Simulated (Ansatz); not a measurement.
## Tc of YbAl3 (Pm-3m) from its phonons

Wanted: λ, ω_log and Tc of YbAl3 (Pm-3m). The cell shown first is a relaxed one, from steps not shown here.

Main program and level: Ansatz 0.2.0; DFT PBEsol, scalar-relativistic, plane waves, PAW; PAW set soft_1.

This is a report of a sequence of runs, with most program output left out.

**1. The cell after earlier relaxation steps**

The structure is cubic, space group Pm-3m (No. 221). Conventional cell: a = 4.179 Å, b = 4.179 Å, c = 4.179 Å, α = 90.00°, β = 90.00°, γ = 90.00°. Nearest to Yb lie 12 Al at 2.96 Å. Al has 4 Yb at 2.96 Å and 8 Al at 2.96 Å nearest. Farther neighbours are not listed.

Coordinates:

```cif
data_structure
_symmetry_space_group_name_H-M 'P 1'
_symmetry_Int_Tables_number 1
_cell_length_a 4.1793
_cell_length_b 4.1793
_cell_length_c 4.1793
_cell_angle_alpha 90.000
_cell_angle_beta 90.000
_cell_angle_gamma 90.000
_cell_volume 73.00
loop_
_atom_site_label
_atom_site_type_symbol
_atom_site_fract_x
_atom_site_fract_y
_atom_site_fract_z
_atom_site_occupancy
Yb1 Yb 0.00000 0.00000 0.00000 1
Al2 Al 0.00000 0.50000 0.50000 1
Al3 Al 0.50000 0.50000 0.00000 1
Al4 Al 0.50000 0.00000 0.50000 1
```

**2. Resistivity: q 2×2×2, k 6×6×6, scattering 12×12×12**

The run that gives the couplings also evaluates McMillan's and Allen and Dynes's formulas and, where asked, the Eliashberg equations, over a range of μ*.

input.yaml reads:

```yaml
crystal:
  lattice:
    - [4.179250186, 0.0, 0.0]
    - [0.0, 4.179250186, 0.0]
    - [0.0, 0.0, 4.179250186]
  atoms:
    - { symbol: Yb, position: [0.0, 0.0, 0.0] }
    - { symbol: Al, position: [0.0, 0.5, 0.5] }
    - { symbol: Al, position: [0.5, 0.5, 0.0] }
    - { symbol: Al, position: [0.5, 0.0, 0.5] }
kpoints:
  mp_grid: { grid: [6, 6, 6] }
hamiltonian:
  xc: pbesol
  pseudopotentials: { kind: paw, azcp: { folder: soft_1 }, xc_functional: pbe }
scf:
  occupations: { method: methfessel_paxton, width: 0.2 }
output:
  eigenvalues: true
phonons:
  method: dfpt
  qmesh: [2, 2, 2]
  temperatures: { t_max: 1000, t_step: 50 }
  qpath:
    path:
      - [[0.0, 0.0, 0.0], [0.0, 0.5, 0.0], [0.5, 0.5, 0.0], [0.0, 0.0, 0.0], [0.5, 0.5, 0.5], [0.0, 0.5, 0.0]]
      - [[0.5, 0.5, 0.5], [0.5, 0.5, 0.0]]
    npoints: 6
  electrical_resistivity:
    mesh: [12, 12, 12]
    temperatures: [20.0, 50.0, 80.0, 100.0, 150.0, 200.0, 273.0, 300.0, 400.0, 500.0, 600.0, 800.0]
  superconductivity: { mesh: [12, 12, 12] }
```

The run is started by

```
ansatz run input.yaml --threads 16 --pin off --max-ram 92160MiB --backend cuda --events-out ev --progress --plain --runs-dir out --max-vram 78GiB
```

It took 43 s on 1 × NVIDIA GB200 with 16 threads of Arm Neoverse V2, shared host; peak memory 4.3 GiB; 6.3 min of CPU time.

This step gave:

```yaml
volume_per_atom: 18.25 Å³/atom
metallic_on_mesh: yes
gap_on_the_k_mesh: 0 eV
zero_point_energy: 0.1481 eV/cell
share_of_imaginary_modes_in_the_plain_interpolation_between_solved_wavevectors: 0
highest_frequency_solved_or_plainly_interpolated: 288.4 cm⁻¹
debye_temperature_second_moment: 390 K
resistivity_at_300_k: 10.14 μΩ cm
coupling_constant_lambda: 0.1384
density_of_states_at_the_fermi_level: 0.9289 states/eV a spin and cell
log_mean_phonon_energy_omega_log: 20.2 meV
transport_coupling_constant_lambda_tr: 0.1636, 0.1636, 0.1636 (xx, yy, zz)
drude_plasma_energy: 4.247, 4.247, 4.247 eV (xx, yy, zz)
resistivity_times_mean_free_path: 15.34, 15.34, 15.34 × 10⁻¹⁶ Ω m² (xx, yy, zz)
second_moment_phonon_energy_omega: 24.14 meV
```

An empty cell: under 1 mK by a formula, or no transition down to the floor of the Eliashberg search. Transition temperatures:

| μ* | McMillan Tc (K) | Allen–Dynes Tc (K) |
| --- | --- | --- |
| 0.08 | - | - |
| 0.1 | - | - |
| 0.12 | - | - |
| 0.13 | - | - |
| 0.14 | - | - |
| 0.16 | - | - |
| 0.2 | - | - |

**3. Electron–phonon run: q 3×3×3, k 9×9×9, scattering 12×12×12**

The next rung changes the q mesh, which sets the reach of the force constants and couplings; the k mesh of the density and its response.

Changes to input.yaml since step 2:

```diff
@@ -11,3 +11,3 @@
 kpoints:
-  mp_grid: { grid: [6, 6, 6] }
+  mp_grid: { grid: [9, 9, 9] }
 hamiltonian:
@@ -21,3 +21,3 @@
   method: dfpt
-  qmesh: [2, 2, 2]
+  qmesh: [3, 3, 3]
   temperatures: { t_max: 1000, t_step: 50 }
```

The job ended after 54 s (1 × NVIDIA GB200 with 16 threads; peak memory 5 GiB).

This step gave:

```
zero-point energy                                 : 0.1475 eV/cell
highest frequency, solved or plainly interpolated : 286.1 cm⁻¹
Debye temperature (second moment)                 : 389 K
resistivity at 300 K                              : 10.17 μΩ cm
coupling constant λ                               : 0.133
density of states at the Fermi level              : 0.975 states/eV a spin and cell
log mean phonon energy ħω_log                     : 20.05 meV
transport coupling constant λ_tr                  : 0.1598, 0.1598, 0.1598 (xx, yy, zz)
Drude plasma energy                               : 4.174, 4.174, 4.174 eV (xx, yy, zz)
resistivity times mean free path                  : 15.31, 15.31, 15.31 × 10⁻¹⁶ Ω m² (xx, yy, zz)
second-moment phonon energy ħω₂                   : 24.11 meV
```

An empty cell: under 1 mK by a formula, or no transition down to the floor of the Eliashberg search. Transition temperatures:

```
  μ*  McMillan Tc (K)  Allen–Dynes Tc (K)
0.08                -                   -
 0.1                -                   -
0.12                -                   -
0.13                -                   -
0.14                -                   -
0.16                -                   -
 0.2                -                   -
```

Between step 2 and this run (k-mesh 9×9×9 and q mesh 3×3×3) the value for the coupling constant λ moves from 0.138 to 0.133 (-4 %).

**4. Coupling and resistivity: q 3×3×3, k 12×12×12, scattering 20×20×20**

The next rung changes the k mesh of the density and its response; the scattering mesh, which samples the Fermi surface.

Changes to input.yaml since step 3:

```diff
@@ -11,3 +11,3 @@
 kpoints:
-  mp_grid: { grid: [9, 9, 9] }
+  mp_grid: { grid: [12, 12, 12] }
 hamiltonian:
@@ -29,4 +29,4 @@
   electrical_resistivity:
-    mesh: [12, 12, 12]
+    mesh: [20, 20, 20]
     temperatures: [20.0, 50.0, 80.0, 100.0, 150.0, 200.0, 273.0, 300.0, 400.0, 500.0, 600.0, 800.0]
-  superconductivity: { mesh: [12, 12, 12] }
+  superconductivity: { mesh: [20, 20, 20] }
```

Run time: 1.8 min. Hardware: 1 × NVIDIA GB200 with 16 threads; peak memory 28 GiB; 17 min of CPU time.

Numbers from this step:

```
resistivity at 300 K                 : 10.14 μΩ cm
coupling constant λ                  : 0.1475
density of states at the Fermi level : 1.034 states/eV a spin and cell
log mean phonon energy ħω_log        : 19.86 meV
transport coupling constant λ_tr     : 0.1585, 0.1585, 0.1585 (xx, yy, zz)
Drude plasma energy                  : 4.094, 4.094, 4.094 eV (xx, yy, zz)
resistivity times mean free path     : 14.72, 14.72, 14.72 × 10⁻¹⁶ Ω m² (xx, yy, zz)
second-moment phonon energy ħω₂      : 24.09 meV
```

An empty cell: under 1 mK by a formula, or no transition down to the floor of the Eliashberg search. Transition temperatures:

```csv
μ*,McMillan Tc (K),Allen–Dynes Tc (K)
0.08,-,-
0.1,-,-
0.12,-,-
0.13,-,-
0.14,-,-
0.16,-,-
0.2,-,-
```

The Eliashberg function α²F has structure finer than the step of the table below, so its rows give means over 1 meV, whole bins alone (the curve runs from 0.139 to 35.5 meV). Peaks (meV: height): α²F 11.8: 0.0713, 15.2: 0.06, 22.4: 0.0597, 27.9: 0.129, 30.4: 0.185, 33.0: 0.326, 34.6: 0.120; α²F tr 11.8: 0.105, 15.2: 0.0843, 22.4: 0.0465, 27.9: 0.127, 30.4: 0.182, 32.7: 0.258, 34.6: 0.122.

Eliashberg function α²F against phonon energy; means over each step:

| phonon energy (meV) | α²F | α²F tr |
| --- | --- | --- |
| 1 | 0 | 0 |
| 2 | 3.2e-4 | 5.5e-5 |
| 3 | 9.0e-4 | 2.1e-4 |
| 4 | 0.00180 | 6.3e-4 |
| 5 | 0.00330 | 0.00152 |
| 6 | 0.00490 | 0.00287 |
| 7 | 0.00670 | 0.00468 |
| 8 | 0.00886 | 0.00748 |
| 9 | 0.0116 | 0.0111 |
| 10 | 0.0173 | 0.0192 |
| 11 | 0.0389 | 0.0534 |
| 12 | 0.0673 | 0.0991 |
| 13 | 0.0487 | 0.0705 |
| 14 | 0.0323 | 0.0516 |
| 15 | 0.0457 | 0.0652 |
| 16 | 0.0119 | 0.0162 |
| 17 | 0.00818 | 0.0109 |
| 18 | 0.0147 | 0.0176 |
| 19 | 0.0208 | 0.0229 |
| 20 | 0.0261 | 0.0271 |
| 21 | 0.0378 | 0.0365 |
| 22 | 0.0516 | 0.0433 |
| 23 | 0.0290 | 0.0201 |
| 24 | 0.0380 | 0.0331 |
| 25 | 0.0418 | 0.0410 |
| 26 | 0.0479 | 0.0507 |
| 27 | 0.0677 | 0.0761 |
| 28 | 0.110 | 0.111 |
| 29 | 0.0762 | 0.0802 |
| 30 | 0.150 | 0.145 |
| 31 | 0.0968 | 0.102 |
| 32 | 0.140 | 0.136 |
| 33 | 0.242 | 0.195 |
| 34 | 0.0944 | 0.0892 |

The Eliashberg function α²F has structure finer than the step of the table below, so its rows give means over 1 meV, whole bins alone (the curve runs from 0.139 to 35.5 meV). Peaks (meV: height): α²F 11.8: 0.0713, 15.2: 0.06, 22.4: 0.0597, 27.9: 0.129, 30.4: 0.185, 33.0: 0.326, 34.6: 0.120; Yb 11.8: 0.0625, 15.2: 0.0577, 32.7: 0.0158; Al 22.4: 0.0552, 27.9: 0.128, 30.4: 0.182, 33.0: 0.312, 34.6: 0.116.

Table of Eliashberg function α²F by phonon energy; means over each step:

```
phonon energy (meV)      α²F       Yb       Al
                  1        0        0        0
                  2   3.2e-4   2.1e-4   1.1e-4
                  3   9.0e-4   6.4e-4   2.9e-4
                  4  0.00180  0.00126   5.4e-4
                  5  0.00330  0.00231   9.9e-4
                  6  0.00490  0.00348  0.00141
                  7  0.00670  0.00488  0.00185
                  8  0.00886  0.00657  0.00230
                  9   0.0116  0.00885  0.00274
                 10   0.0173   0.0137  0.00359
                 11   0.0389   0.0330  0.00587
                 12   0.0673   0.0593  0.00806
                 13   0.0487   0.0440  0.00481
                 14   0.0323   0.0299  0.00245
                 15   0.0457   0.0435  0.00211
                 16   0.0119  0.00843  0.00346
                 17  0.00818   2.7e-5  0.00815
                 18   0.0147   1.1e-4   0.0146
                 19   0.0208   3.9e-4   0.0204
                 20   0.0261   8.6e-4   0.0253
                 21   0.0378  0.00184   0.0360
                 22   0.0516  0.00343   0.0482
                 23   0.0290  0.00278   0.0262
                 24   0.0380  0.00222   0.0358
                 25   0.0418   5.0e-4   0.0413
                 26   0.0479   4.1e-4   0.0475
                 27   0.0677   8.9e-4   0.0668
                 28    0.110   1.0e-3    0.109
                 29   0.0762   6.7e-4   0.0755
                 30    0.150  0.00165    0.148
                 31   0.0968  0.00175   0.0951
                 32    0.140  0.00559    0.135
                 33    0.242   0.0118    0.230
                 34   0.0944  0.00556   0.0889
```

**5. What came out**

- meshes: q 3×3×3, k 12×12×12, scattering 20×20×20
- coupling constant λ: 0.147
- log mean phonon energy ħω_log: 19.9 meV

In the last run (PBEsol, q 3×3×3, k 12×12×12, scattering 20×20×20), with λ = 0.15 and ħω_log = 19.9 meV, Tc at μ* = 0.13 is under 1 mK by the formulas. In that run Allen and Dynes's formula gives no transition above 0.05 K at μ* = 0.10 or more. By the run's own test λ is not converged in the fine mesh: it moves by 6 % between the two finest, and by up to 1343 % in the other runs. The run's transport test calls it not converged in the mesh; ρ(300 K) moves by 2 % in the component that moves most. Over the runs, λ takes the values 0.138, 0.133 and 0.147, in the order shown. In this family the pairing and the mass enhancement may come from spin or valence fluctuations and not from phonons. μ* is a typed number, phonons are harmonic, and spin fluctuations are left out; with λ this near or under μ*(1 + 0.62 λ), the formulas give Tc only to its order of magnitude, or none.

[Logs are printed without paths, hosts, clocks, repeated set-up lines and the standing remarks that a program may print on its own settings, such as how far it seeks lower states.]

[Hosts, paths, dates, database ids (printed as entryN), source tags and the programs' standing remarks are cut or masked in the printed files.]
